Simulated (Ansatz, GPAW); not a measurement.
## How VAgS3 (model structure) absorbs and reflects light

Aim: the dielectric function of VAgS3 (model structure), and the optical constants that follow from it. The cell was made here by substitution or stacking, whether or not such a phase is known. It was built so: All Nb replaced by V and O replaced by S in the Pm-3m structure of NbAgO3. The cell is first relaxed with Ansatz.

Program: GPAW 26.7.0. Level of theory: DFT, RPBE, plane-wave PAW (GPAW data sets), scalar-relativistic, RPA, optical limit. Results are calculated unless marked as measured.

**1. Starting point**

Symmetry: Pm-3m, No. 221, cubic system. The conventional cell has a = 4.781 Å, b = 4.781 Å, c = 4.781 Å, α = 90.00°, β = 90.00°, γ = 90.00°. Nearest to Ag lie 12 S at 3.38 Å. V has 6 S at 2.39 Å nearest. S has 2 V at 2.39 Å nearest. All Nb replaced by V and O replaced by S in the Pm-3m structure of NbAgO3. Farther neighbours and most contacts between anions are not listed.

**2. Relaxation**

Spectra hang on bond lengths, so the cell is first brought to its minimum.

This step: DFT, RPBE, plane-wave PAW, default files, scalar-relativistic, relaxation (Ansatz 0.2.0).

File input.yaml:

```yaml
crystal:
  lattice:
    - [4.78116206, 0.0, 0.0]
    - [0.0, 4.78116206, 0.0]
    - [0.0, 0.0, 4.78116206]
  atoms:
    - { symbol: Ag, position: [0.5, 0.5, 0.5] }
    - { symbol: V, position: [0.0, 0.0, 0.0], spin: 2.0 }
    - { symbol: S, position: [0.0, 0.0, 0.5] }
    - { symbol: S, position: [0.0, 0.5, 0.0] }
    - { symbol: S, position: [0.5, 0.0, 0.0] }
magnetization:
  spin_polarized: true
kpoints:
  mp_grid: { grid: [5, 5, 5] }
scf:
  occupations: { method: fermi_dirac, width: 0.05 }
hamiltonian:
  xc: rpbe
output:
  forces: true
  stress: true
relax:
  f_tol: 0.02
  max_steps: 50
  cell: {}
```

On the command line:

```
> ansatz run input.yaml --threads 1 --pin off --max-ram 4096MiB --backend cpu --events-out ev --progress --plain --runs-dir out
```

Numbers of over 12 decimals in the logs are rounded to 6 here.

The log of the run:

```text
Engine: ansatz 0.2.0, aarch64-unknown-linux-gnu
Pseudopotentials: kind: paw
Pseudopotential: Ag, paw, valence charge 19, recommended cutoff 420 eV (normal), Ag.paw.azcp
Pseudopotential: V, paw, valence charge 13, recommended cutoff 420 eV (normal), V.paw.azcp
Pseudopotential: S, paw, valence charge 6, recommended cutoff 420 eV (normal), S.paw.azcp
Functional definition: RPBE
  parameter kappa = 0.804
  parameter beta = 0.066725
  exchange = rpbe_x(kappa = kappa, mu = beta*pi^2/3)
  correlation = pbe_c(beta = beta)
Crystal: 5 atoms, lattice volume = 109.295 Å³
Basis set: ecut = 420 eV, 2103 PW (Γ), exchange–correlation on 64×64×64 points (8 copies of the dense FFT grid, shifted against one another)
Bands: 32, of which v1, the nominal top of the filled ones, is band 25 counted from 1 (24 counted from 0)
Symmetry: 48 space group operations
Space group: Pm-3m (ITA 221), of the structure as read, at distance tolerance 4.8e-5 Å
Magnetic group: BNS 221.92 (UNI 1594), of the structure as read, at distance tolerance 4.8e-5 Å
k-points: 10 of 125
Non-local potential: Ag, projectors of the file, l = 0: 3, l = 1: 2, l = 2: 2, l = 3: 1
Non-local potential: V, projectors of the file, l = 0: 3, l = 1: 2, l = 2: 3, l = 3: 1
Non-local potential: S, projectors of the file, l = 0: 2, l = 1: 2, l = 2: 2
PAW form: soft (Blöchl's): semilocal exchange-correlation on the pseudo side does not see the compensation charge
PAW frozen core: Ag, regenerated for the run's functional, and the local potential with it (the file was generated under x = pbe(κ = 0.804, μ = 0.219515), c = pbe(β = 0.066725))
PAW frozen core: V, regenerated for the run's functional, and the local potential with it (the file was generated under x = pbe(κ = 0.804, μ = 0.219515), c = pbe(β = 0.066725))
PAW frozen core: S, regenerated for the run's functional, and the local potential with it (the file was generated under x = pbe(κ = 0.804, μ = 0.219515), c = pbe(β = 0.066725))
PAW one-centre angular grid: Ag, 590 points (default); XC on 64 Gauss nodes
PAW one-centre angular grid: V, 590 points (default); XC on 64 Gauss nodes
PAW one-centre angular grid: S, 110 points (default); XC on 64 Gauss nodes
Initial density: superposition of atomic densities (chi_scale 0.1, normalization cell, long waves kept (reshape's long-wave potential 0.01 eV rms))
Starting moments: Σ|m| = 2 μB on 1 of 5 sites
Initial wavefunctions: pseudopotential atomic-orbital guess
Functional: x = rpbe, c = pbe(β = 0.066725)
SCF iter   1: F=—  HF=-13234.997490 eV  |F-HF|=—  |Δ(HF+E_count)|=         —  Δρ=8.24e-2 (↑8.24e-2 ↓6.16e-2)  dr2=5.23e1  dr2_m=1.81e-1  M=1.518 μB ∫|m|=2.496 μB  β_m=0.30  ethr=3.10e-3  ⟨swp⟩=6.0  Hψ=2579  notcnv=0
Mixer restart at iter 1: flushing history
preconditioner: auto → Kerker (q_TF=auto, 2.395 Å⁻¹)  [metal: Δε(μ)=0.019 eV  Ē_g=6.425 eV  σ=0.050 eV  W_gap=0.09  n_scr=26 (ndim 8)  ℏωp=20.7 eV  f_vac=0.000  D(μ)=16.14/eV (n_scr^D=250)]
spin=Collinear: Kerker preconditioning applied to the charge; magnetization (m = ρ↑ − ρ↓) channel mixes plain (no charge-response kernel on spin).
SCF iter   2: F=—  HF=-13232.626232 eV  |F-HF|=—  |Δ(HF+E_count)|=    2.37e0  Δρ=2.38e-2 (↑2.38e-2 ↓2.34e-2)  dr2=2.26e0  dr2_m=1.51e-1  M=0.946 μB ∫|m|=2.135 μB  β_m=0.29  ethr=3.10e-3  ⟨swp⟩=3.0  Hψ=1507  notcnv=0  defer=4
SCF iter   3: F=—  HF=-13232.407041 eV  |F-HF|=—  |Δ(HF+E_count)|=   2.19e-1  Δρ=1.71e-2 (↑1.55e-2 ↓1.71e-2)  dr2=1.50e0  dr2_m=9.08e-2  M=0.916 μB ∫|m|=2.124 μB  β_m=0.64  ethr=3.10e-3  ⟨swp⟩=1.9  Hψ=867  notcnv=0  defer=5
SCF iter   4: F=—  HF=-13232.182680 eV  |F-HF|=—  |Δ(HF+E_count)|=   2.24e-1  Δρ=1.02e-2 (↑1.02e-2 ↓7.09e-3)  dr2=4.69e-1  dr2_m=3.59e-2  M=0.480 μB ∫|m|=2.154 μB  β_m=0.64  ethr=3.01e-3  ⟨swp⟩=2.4  Hψ=1082  notcnv=0  defer=10
SCF iter   5: F=—  HF=-13232.155884 eV  |F-HF|=—  |Δ(HF+E_count)|=   2.68e-2  Δρ=6.00e-3 (↑6.00e-3 ↓5.63e-3)  dr2=2.45e-1  dr2_m=9.48e-3  M=0.250 μB ∫|m|=2.180 μB  β_m=0.82  ethr=9.39e-4  ⟨swp⟩=2.9  Hψ=1202  notcnv=0  defer=8
SCF iter   6: F=—  HF=-13232.183992 eV  |F-HF|=—  |Δ(HF+E_count)|=         —  Δρ=1.22e-2 (↑1.22e-2 ↓8.85e-3)  dr2=9.42e-2  dr2_m=1.02e-1  M=-0.153 μB ∫|m|=1.766 μB  β_m=0.82  ethr=4.91e-4  ⟨swp⟩=3.0  Hψ=786  notcnv=0  defer=8
Mixer restart at iter 6: flushing history
SCF iter   7: F=—  HF=-13232.152670 eV  |F-HF|=—  |Δ(HF+E_count)|=   3.13e-2  Δρ=4.36e-3 (↑3.17e-3 ↓4.36e-3)  dr2=1.65e-2  dr2_m=1.10e-2  M=-0.154 μB ∫|m|=1.657 μB  β_m=0.91  ethr=1.88e-4  ⟨swp⟩=3.5  Hψ=1421  notcnv=0  defer=2
SCF iter   8: F=—  HF=-13232.152855 eV  |F-HF|=—  |Δ(HF+E_count)|=   1.85e-4  Δρ=2.63e-3 (↑2.63e-3 ↓1.49e-3)  dr2=9.46e-3  dr2_m=2.61e-3  M=-0.167 μB ∫|m|=1.557 μB  β_m=0.86  ethr=3.30e-5  ⟨swp⟩=2.3  Hψ=1300  notcnv=0
SCF iter   9: F=—  HF=-13232.150151 eV  |F-HF|=—  |Δ(HF+E_count)|=   2.70e-3  Δρ=4.29e-4 (↑3.70e-4 ↓4.29e-4)  dr2=1.37e-3  dr2_m=2.89e-5  M=-0.158 μB ∫|m|=1.521 μB  β_m=0.93  ethr=1.89e-5  ⟨swp⟩=2.0  Hψ=1215  notcnv=0
SCF iter  10: F=—  HF=-13232.150084 eV  |F-HF|=—  |Δ(HF+E_count)|=   6.64e-5  Δρ=5.87e-4 (↑5.87e-4 ↓2.18e-4)  dr2=5.81e-4  dr2_m=4.74e-5  M=-0.162 μB ∫|m|=1.496 μB  β_m=0.72  ethr=2.75e-6  ⟨swp⟩=2.0  Hψ=1169  notcnv=0
SCF iter  11: F=—  HF=-13232.150138 eV  |F-HF|=—  |Δ(HF+E_count)|=   5.36e-5  Δρ=1.99e-4 (↑1.99e-4 ↓1.09e-4)  dr2=1.06e-4  dr2_m=3.64e-6  M=-0.161 μB ∫|m|=1.492 μB  β_m=0.86  ethr=1.16e-6  ⟨swp⟩=2.0  Hψ=1020  notcnv=0
SCF iter  12: F=—  HF=-13232.150219 eV  |F-HF|=—  |Δ(HF+E_count)|=   8.11e-5  Δρ=7.31e-5 (↑7.31e-5 ↓4.46e-5)  dr2=2.11e-5  dr2_m=2.92e-7  M=-0.161 μB ∫|m|=1.493 μB  β_m=0.93  ethr=2.12e-7  ⟨swp⟩=2.0  Hψ=1029  notcnv=0
SCF iter  13: F=—  HF=-13232.150580 eV  |F-HF|=—  |Δ(HF+E_count)|=   3.61e-4  Δρ=5.12e-5 (↑5.12e-5 ↓1.16e-5)  dr2=4.84e-6  dr2_m=5.63e-7  M=-0.160 μB ∫|m|=1.494 μB  β_m=0.97  ethr=4.23e-8  ⟨swp⟩=2.0  Hψ=1142  notcnv=0
SCF iter  14: F=—  HF=-13232.150581 eV  |F-HF|=—  |Δ(HF+E_count)|=   6.35e-7  Δρ=1.74e-5 (↑1.74e-5 ↓3.61e-6)  dr2=4.28e-7  dr2_m=9.37e-8  M=-0.160 μB ∫|m|=1.494 μB  β_m=0.98  ethr=9.67e-9  ⟨swp⟩=2.1  Hψ=850  notcnv=0
SCF iter  15: F=—  HF=-13232.150581 eV  |F-HF|=—  |Δ(HF+E_count)|=   7.90e-8  Δρ=2.61e-6 (↑2.61e-6 ↓1.46e-6)  dr2=2.54e-8  dr2_m=4.78e-10  M=-0.160 μB ∫|m|=1.494 μB  β_m=0.99  ethr=8.56e-10  ⟨swp⟩=2.1  Hψ=933  notcnv=0
SCF iter  16: F=-13232.150581 eV  HF=-13232.150581 eV  |F-HF|=1.50e-9  |Δ(HF+E_count)|=   8.70e-9  Δρ=4.91e-7 (↑4.91e-7 ↓3.89e-7)  dr2=9.52e-10  dr2_m=3.83e-11  M=-0.160 μB ∫|m|=1.494 μB  ethr=5.07e-11  ⟨swp⟩=1.4  Hψ=1778  notcnv=0
SCF 1 converged in 16 iterations: F = -13232.150581 eV  dr2 = 9.52e-10
[...]
SCF iter   7: F=—  HF=-13232.278104 eV  |F-HF|=—  |Δ(HF+E_count)|=   1.78e-6  Δρ=3.91e-5 (↑3.91e-5 ↓3.30e-5)  dr2=6.51e-6  dr2_m=6.49e-8  M=-0.169 μB ∫|m|=1.176 μB  β_m=0.95  ethr=2.19e-9  ⟨swp⟩=2.0  Hψ=1164  notcnv=0
SCF iter   8: F=—  HF=-13232.278105 eV  |F-HF|=—  |Δ(HF+E_count)|=   4.94e-7  Δρ=1.52e-5 (↑1.52e-5 ↓8.74e-6)  dr2=7.55e-8  dr2_m=1.25e-7  M=-0.169 μB ∫|m|=1.175 μB  β_m=0.98  ethr=2.19e-9  ⟨swp⟩=2.0  Hψ=1161  notcnv=0
SCF iter   9: F=—  HF=-13232.278105 eV  |F-HF|=—  |Δ(HF+E_count)|=   7.91e-8  Δρ=6.35e-6 (↑6.35e-6 ↓1.91e-6)  dr2=1.02e-7  dr2_m=5.32e-9  M=-0.169 μB ∫|m|=1.174 μB  β_m=0.99  ethr=1.51e-10  ⟨swp⟩=2.0  Hψ=1011  notcnv=0
SCF iter  10: F=-13232.278105 eV  HF=-13232.278105 eV  |F-HF|=4.01e-8  |Δ(HF+E_count)|=   1.32e-9  Δρ=3.80e-6 (↑3.80e-6 ↓1.57e-6)  dr2=4.44e-8  dr2_m=1.37e-9  M=-0.169 μB ∫|m|=1.174 μB  ethr=1.51e-10  ⟨swp⟩=1.7  Hψ=1839  notcnv=0
SCF 3 converged in 10 iterations: F = -13232.278105 eV  dr2 = 4.44e-8
relax step   3: F+E_penalty+E_count = -13232.27810497 eV  Δ(F+E_penalty+E_count) = -9.005e-3 eV  max|allowed force component| = 1.882e-28 eV/Å  Δτ_max = 0.0000 Å  P = +0.220 GPa  Ω = 100.747 Å³  energy of the carried Pulay correction = +1.694e-3 eV  (10 SCF iters, dr2 threshold 5.00e-7 eV, accepted)
[...]
relax step   4: F+E_penalty+E_count = -13232.27825377 eV  Δ(F+E_penalty+E_count) = -1.488e-4 eV  max|allowed force component| = 1.688e-29 eV/Å  Δτ_max = 0.0000 Å  P = -0.008 GPa  Ω = 101.074 Å³  energy of the carried Pulay correction = +1.626e-3 eV  (9 SCF iters, dr2 threshold 1.21e-7 eV, accepted)
Initial wavefunctions: pseudopotential atomic-orbital guess (no wavefunctions were taken with the density)
iter 1 solved again at ethr=3.90e-7 eV; its pass at ethr=3.10e-3 eV (dr2=1.95e-4 eV) is discarded
SCF iter   1: F=—  HF=-13232.276436 eV  |F-HF|=—  |Δ(HF+E_count)|=         —  Δρ=8.52e-5 (↑8.52e-5 ↓7.42e-5)  dr2=1.13e-5  dr2_m=2.98e-7  M=-0.168 μB ∫|m|=1.189 μB  β_m=0.65  ethr=3.90e-7  ⟨swp⟩=3.0  Hψ=4010  notcnv=0
preconditioner: auto → Kerker (q_TF=auto, 2.094 Å⁻¹)  [metal: Δε(μ)=0.020 eV  Ē_g=6.771 eV  σ=0.050 eV  W_gap=0.10  n_scr=18 (ndim 8)  ℏωp=21.5 eV  f_vac=0.001  D(μ)=3.66/eV (n_scr^D=26)]
spin=Collinear: Kerker preconditioning applied to the charge; magnetization (m = ρ↑ − ρ↓) channel mixes plain (no charge-response kernel on spin).
SCF iter   2: F=—  HF=-13232.276453 eV  |F-HF|=—  |Δ(HF+E_count)|=   1.66e-5  Δρ=2.97e-5 (↑2.97e-5 ↓2.88e-5)  dr2=1.83e-6  dr2_m=1.33e-8  M=-0.167 μB ∫|m|=1.189 μB  β_m=0.58  ethr=2.25e-8  ⟨swp⟩=2.0  Hψ=1095  notcnv=0
SCF iter   3: F=—  HF=-13232.276454 eV  |F-HF|=—  |Δ(HF+E_count)|=   8.37e-7  Δρ=1.04e-5 (↑1.04e-5 ↓8.44e-6)  dr2=1.14e-7  dr2_m=7.62e-9  M=-0.167 μB ∫|m|=1.189 μB  β_m=0.60  ethr=3.65e-9  ⟨swp⟩=2.6  Hψ=1094  notcnv=0
SCF iter   4: F=—  HF=-13232.276455 eV  |F-HF|=—  |Δ(HF+E_count)|=   1.13e-6  Δρ=1.07e-5 (↑1.07e-5 ↓5.09e-6)  dr2=2.66e-7  dr2_m=1.57e-8  M=-0.167 μB ∫|m|=1.189 μB  β_m=0.60  ethr=2.28e-10  ⟨swp⟩=2.1  Hψ=1126  notcnv=0
SCF iter   5: F=—  HF=-13232.276456 eV  |F-HF|=—  |Δ(HF+E_count)|=   1.35e-6  Δρ=6.80e-6 (↑6.80e-6 ↓4.60e-6)  dr2=1.70e-7  dr2_m=6.01e-9  M=-0.167 μB ∫|m|=1.189 μB  β_m=0.80  ethr=2.28e-10  ⟨swp⟩=2.2  Hψ=1179  notcnv=0
SCF iter   6: F=—  HF=-13232.276456 eV  |F-HF|=—  |Δ(HF+E_count)|=   2.19e-7  Δρ=1.26e-6 (↑1.02e-6 ↓1.26e-6)  dr2=1.33e-8  dr2_m=3.19e-11  M=-0.167 μB ∫|m|=1.189 μB  β_m=0.90  ethr=2.28e-10  ⟨swp⟩=2.0  Hψ=1162  notcnv=0
SCF iter   7: F=—  HF=-13232.276456 eV  |F-HF|=—  |Δ(HF+E_count)|=   9.07e-9  Δρ=5.24e-7 (↑4.16e-7 ↓5.24e-7)  dr2=8.67e-10  dr2_m=1.37e-10  M=-0.167 μB ∫|m|=1.189 μB  β_m=0.95  ethr=2.66e-11  ⟨swp⟩=2.0  Hψ=1071  notcnv=0
SCF iter   8: F=—  HF=-13232.276456 eV  |F-HF|=—  |Δ(HF+E_count)|=   4.27e-9  Δρ=7.19e-7 (↑7.19e-7 ↓5.03e-7)  dr2=2.13e-9  dr2_m=2.33e-11  M=-0.167 μB ∫|m|=1.189 μB  β_m=0.95  ethr=1.73e-12  ⟨swp⟩=2.0  Hψ=1162  notcnv=0
SCF iter   9: F=—  HF=-13232.276456 eV  |F-HF|=—  |Δ(HF+E_count)|=   2.71e-9  Δρ=1.69e-7 (↑1.69e-7 ↓1.03e-7)  dr2=7.59e-12  dr2_m=1.55e-11  M=-0.167 μB ∫|m|=1.189 μB  β_m=0.97  ethr=1.73e-12  ⟨swp⟩=2.2  Hψ=1180  notcnv=0
SCF iter  10: F=—  HF=-13232.276456 eV  |F-HF|=—  |Δ(HF+E_count)|=  7.28e-12  Δρ=2.12e-8 (↑1.73e-8 ↓2.12e-8)  dr2=1.31e-12  dr2_m=8.88e-14  M=-0.167 μB ∫|m|=1.189 μB  β_m=0.99  ethr=1.00e-12  ⟨swp⟩=1.0  Hψ=640  notcnv=0
SCF iter  11: F=-13232.276456 eV  HF=-13232.276456 eV  |F-HF|=1.27e-11  |Δ(HF+E_count)|=  1.82e-12  Δρ=6.20e-8 (↑6.20e-8 ↓4.29e-8)  dr2=1.66e-11  dr2_m=1.74e-13  M=-0.167 μB ∫|m|=1.189 μB  ethr=1.00e-12  ⟨swp⟩=2.0  Hψ=1642  notcnv=0
SCF 5 converged in 11 iterations: F = -13232.276456 eV  dr2 = 1.66e-11
relax step   5: F+E_penalty+E_count = -13232.27645644 eV  Δ(F+E_penalty+E_count) = +1.797e-3 eV  max|allowed force component| = 9.834e-30 eV/Å  Δτ_max = 0.0000 Å  P = -0.002 GPa  Ω = 101.074 Å³  stress off target by 2.37e-3 GPa  SCF on the basis re-selected at this cell (its energy is not comparable with the rows above)  (11 SCF iters)
basis re-selected at this cell: Δ(F+E_penalty+E_count) = +1.797e-3 eV, ΔP = +0.005 GPa vs the last step (what re-selecting the basis moved, of the pressure what is left beyond the Pulay correction that the steps carried, after the strain that the cell walked since its last selection, with what the two solves' SCF thresholds leave and, on support functions, any second-order correction that the steps lacked; it is no m [...]
SCF converged after 11 iterations
Magnetization: -0.1669 μB (24.9165 up, 25.0835 down)
Absolute magnetization: 1.1885 μB (∫|ρ↑−ρ↓|, with the PAW one-centre terms)
Spin contamination: 0.2415 ħ² per cell (⟨S²⟩ above its minimum at these occupations)
Per-site moments (μB) at R_I (Å): [(-0.00353417, 1.358697), (0.413163, 0.960744), (-0.156319, 0.960744), (-0.156319, 0.960744), (-0.156319, 0.960744)]
Free energy (F): -13232.276456 eV
Harris-Foulkes:  -13232.276456 eV  (|F-HF|=1.27e-11)
Internal energy: -13232.245733 eV  (E = F + TS)
E sigma→0 (E₀):  -13232.261094 eV
Entropy (-TS):   -0.030724 eV (-6.145 meV/atom)
Fermi energy:    8.311866 eV
--- Per-component energies (eV) ---
  E_band       = -618.407417
  E_kinetic    = 1179.993008
  E_local      = -4960.377209  (includes V_loc(G=0)·N_el)
  E_nonlocal   = 119.127952
  E_hartree    = 2162.160803
  E_xc         = -603.096309
  E_vxc        = -655.704668  (∫ρ·V_xc dr)
  E_paw        = -6839.833967  (= ΣΔE_a)
  E_vpaw       = -625.768579  (= ΣTr[D̂ρ^β])
  E_aug_tail   = 0.000607  (compensation charges beyond the density's cutoff)
  E_ewald      = -4289.948427
  E_core_change = -0.272191  (= ΣΔE_core)
  E_smearing   = -0.030724  (= −TS)
  E_closure    = 0.000000  (closes the sum)
  Σ components = -13232.276456   (vs F -13232.276456, Δ=0.00e0)
--- Forces (eV/Å), atoms counted from 1 ---
  atom   1  Ag    -0.00000000    -0.00000000    -0.00000000
  atom   2  V      0.00000000    -0.00000000    -0.00000000
  atom   3  S     -0.00000000    -0.00000000    -0.00000000
  atom   4  S      0.00000000    -0.00000000    -0.00000000
  atom   5  S      0.00000000    -0.00000000     0.00000000
  max |Σ_I F_I| component: 1.39e-29 eV/Å
--- Stress (GPa, compression-positive) ---
       -0.002368      -0.000000       0.000000
       -0.000000      -0.002368      -0.000000
        0.000000      -0.000000      -0.002368
  P = ⅓ Tr σ = -0.0024 GPa (-0.024 kbar)
--- Relaxed structure (4 steps of the walk, 4 accepted, 1 SCFs on fresh bases) ---
  F+E_penalty+E_count = -13232.27645644 eV   max|allowed force component| = 9.834e-30 eV/Å   (the final SCF, on the basis selected at the relaxed cell)
  cell:  # Å, volume = 101.0744 Å³
    - [4.658153, 0, 0]
    - [0, 4.658153, 0.0]
    - [0, 0.0, 4.658153]
  atoms:
    - { symbol: Ag, position: [0.5, 0.5, 0.5] }
    - { symbol: V, position: [0, 0, 0] }
    - { symbol: S, position: [0, 0, 0.5] }
    - { symbol: S, position: [0, 0.5, 0] }
    - { symbol: S, position: [0.5, 0, 0] }
```

It took 25 s on 1 thread of Arm Neoverse V1, shared host; peak memory 0.42 GiB.

Relaxation path:

| step | energy less that of the first step (eV) | largest force component (eV/Å) | pressure (GPa) | volume (Å³) |
| --- | --- | --- | --- | --- |
| 1 | 0.0000 | 0.0000 | -4.56 | 109.30 |
| 2 | -0.1185 | 0.0000 | -1.34 | 103.12 |
| 3 | -0.1275 | 0.0000 | 0.22 | 100.75 |
| 4 | -0.1277 | 0.0000 | -0.01 | 101.07 |
| 5* | -0.1259 | 0.0000 | 0.00 | 101.07 |

Relaxation steps marked * repeat the geometry before them on a plane-wave basis chosen anew for their cell, so energy and pressure can jump there.

Forces are held to the 48 operations that the run works with; a distortion that breaks them can't arise in this run.

| conventional cell, symmetrised | before | after | change |
| --- | --- | --- | --- |
| a (Å) | 4.781 | 4.658 | -2.6 % |
| b (Å) | 4.781 | 4.658 | -2.6 % |
| c (Å) | 4.781 | 4.658 | -2.6 % |
| volume (Å³/atom) | 21.86 | 20.21 | -7.5 % |

Final coordinates:

```
Ag V S
1.0
     4.65815    0.00000    0.00000
     0.00000    4.65815    0.00000
     0.00000    0.00000    4.65815
Ag V S
1 1 3
Direct
  0.50000 0.50000 0.50000
  0.00000 0.00000 0.00000
  0.00000 0.00000 0.50000
  0.00000 0.50000 0.00000
  0.50000 0.00000 0.00000
```

The relaxation ends with a pressure of 0.00 GPa.

(Continued in part 2 of 3.)

[Machine, clock and banner lines and Python warnings are left out of the logs.]

[Logs are printed without paths, hosts, clocks, repeated set-up lines and the standing remarks that a program may print on its own settings, such as how far it seeks lower states.]

[Hosts, paths, dates, database ids (printed as entryN), source tags and the programs' standing remarks are cut or masked in the printed files.]
